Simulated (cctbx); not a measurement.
**Which space group?**

Cell: a = 5.2140 Å, b = 8.4850 Å, c = 3.9330 Å, α = 90.00°, β = 90.00°, γ = 90.00°. Expected content of the cell: Gd2 Co4 Mn6.

Simulated single-crystal data (cctbx): Mo Kα, λ = 0.71073 Å, to d = 0.84 Å, 80 % of the full sphere, strongest reflection 20000 counts, noise from counting, a 3 % proportional error and a noise floor of 4 counts (s.d.); no absorption.

A first pass over the reflections prints:

```text
981 reflections to d = 0.841 A
centring   violations  <I/sigma> of those
    A        214 of   471      7.8
    B        214 of   491      7.5
    C          0 of   496      0.0
    I        232 of   485     10.3
    R        309 of   662      9.3
    F        214 of   729      5.0
Laue class    unique    Rint  (classes that these axes allow; Friedel mates merged)
C 1 2/m 1         167   0.022
C 2/m 1 1         171   0.023
C m m m           106   0.025
space group    extra absences  I>4sigma  <I/sigma>
C 2 2 2                 0          0         -  acentric
C m m 2                 0          0         -  acentric
C 2 m m                 0          0         -  acentric
C m 2 m                 0          0         -  acentric
C m m m                 0          0         -  centric
Wilson B = 2.40 A^2   <|E^2-1|> = 0.688 (0.968 centric, 0.736 acentric)   E^2>4: 0.9 %
shell (A)         n   <I/sigma>
 4.44 - 1.66     17     41.6
 1.66 - 1.33     13     48.3
 1.33 - 1.17     16     35.5
 1.17 - 1.06      9     37.9
 1.06 - 0.99     12     32.2
 0.99 - 0.93     14     37.8
 0.93 - 0.88     13     32.7
 0.88 - 0.84     12     25.9
```

Q: Read the symmetry from these tables.

The reflections that C centring forbids are absent (⟨I/σ⟩ near 0), so the lattice is C.

Rint stays low (0.022 to 0.025) up to C m m m, the highest class in these axes.

5 settings pass the absence test. No glide or screw absences show, which leaves C 2 2 2, C m m 2, C 2 m m, C m 2 m and C m m m.

⟨|E²−1|⟩ = 0.688 leans to a non-centrosymmetric structure. Here that hint misleads: the statistic assumes many like atoms on general positions, and few, heavy or special-position atoms break it. The Wilson B of 2.40 Å² means U ≈ 0.0304 Å².

The true group is Cmmm (no. 65), Laue class mmm, centrosymmetric. The tables only narrow the choice to the tied entries; cell content, site symmetry and trial solutions must settle it.

This is a model crystal, built by substitution and not relaxed, with assumed displacement parameters.

[Logs are printed without paths, hosts, clocks, repeated set-up lines and the standing remarks that a program may print on its own settings, such as how far it seeks lower states.]
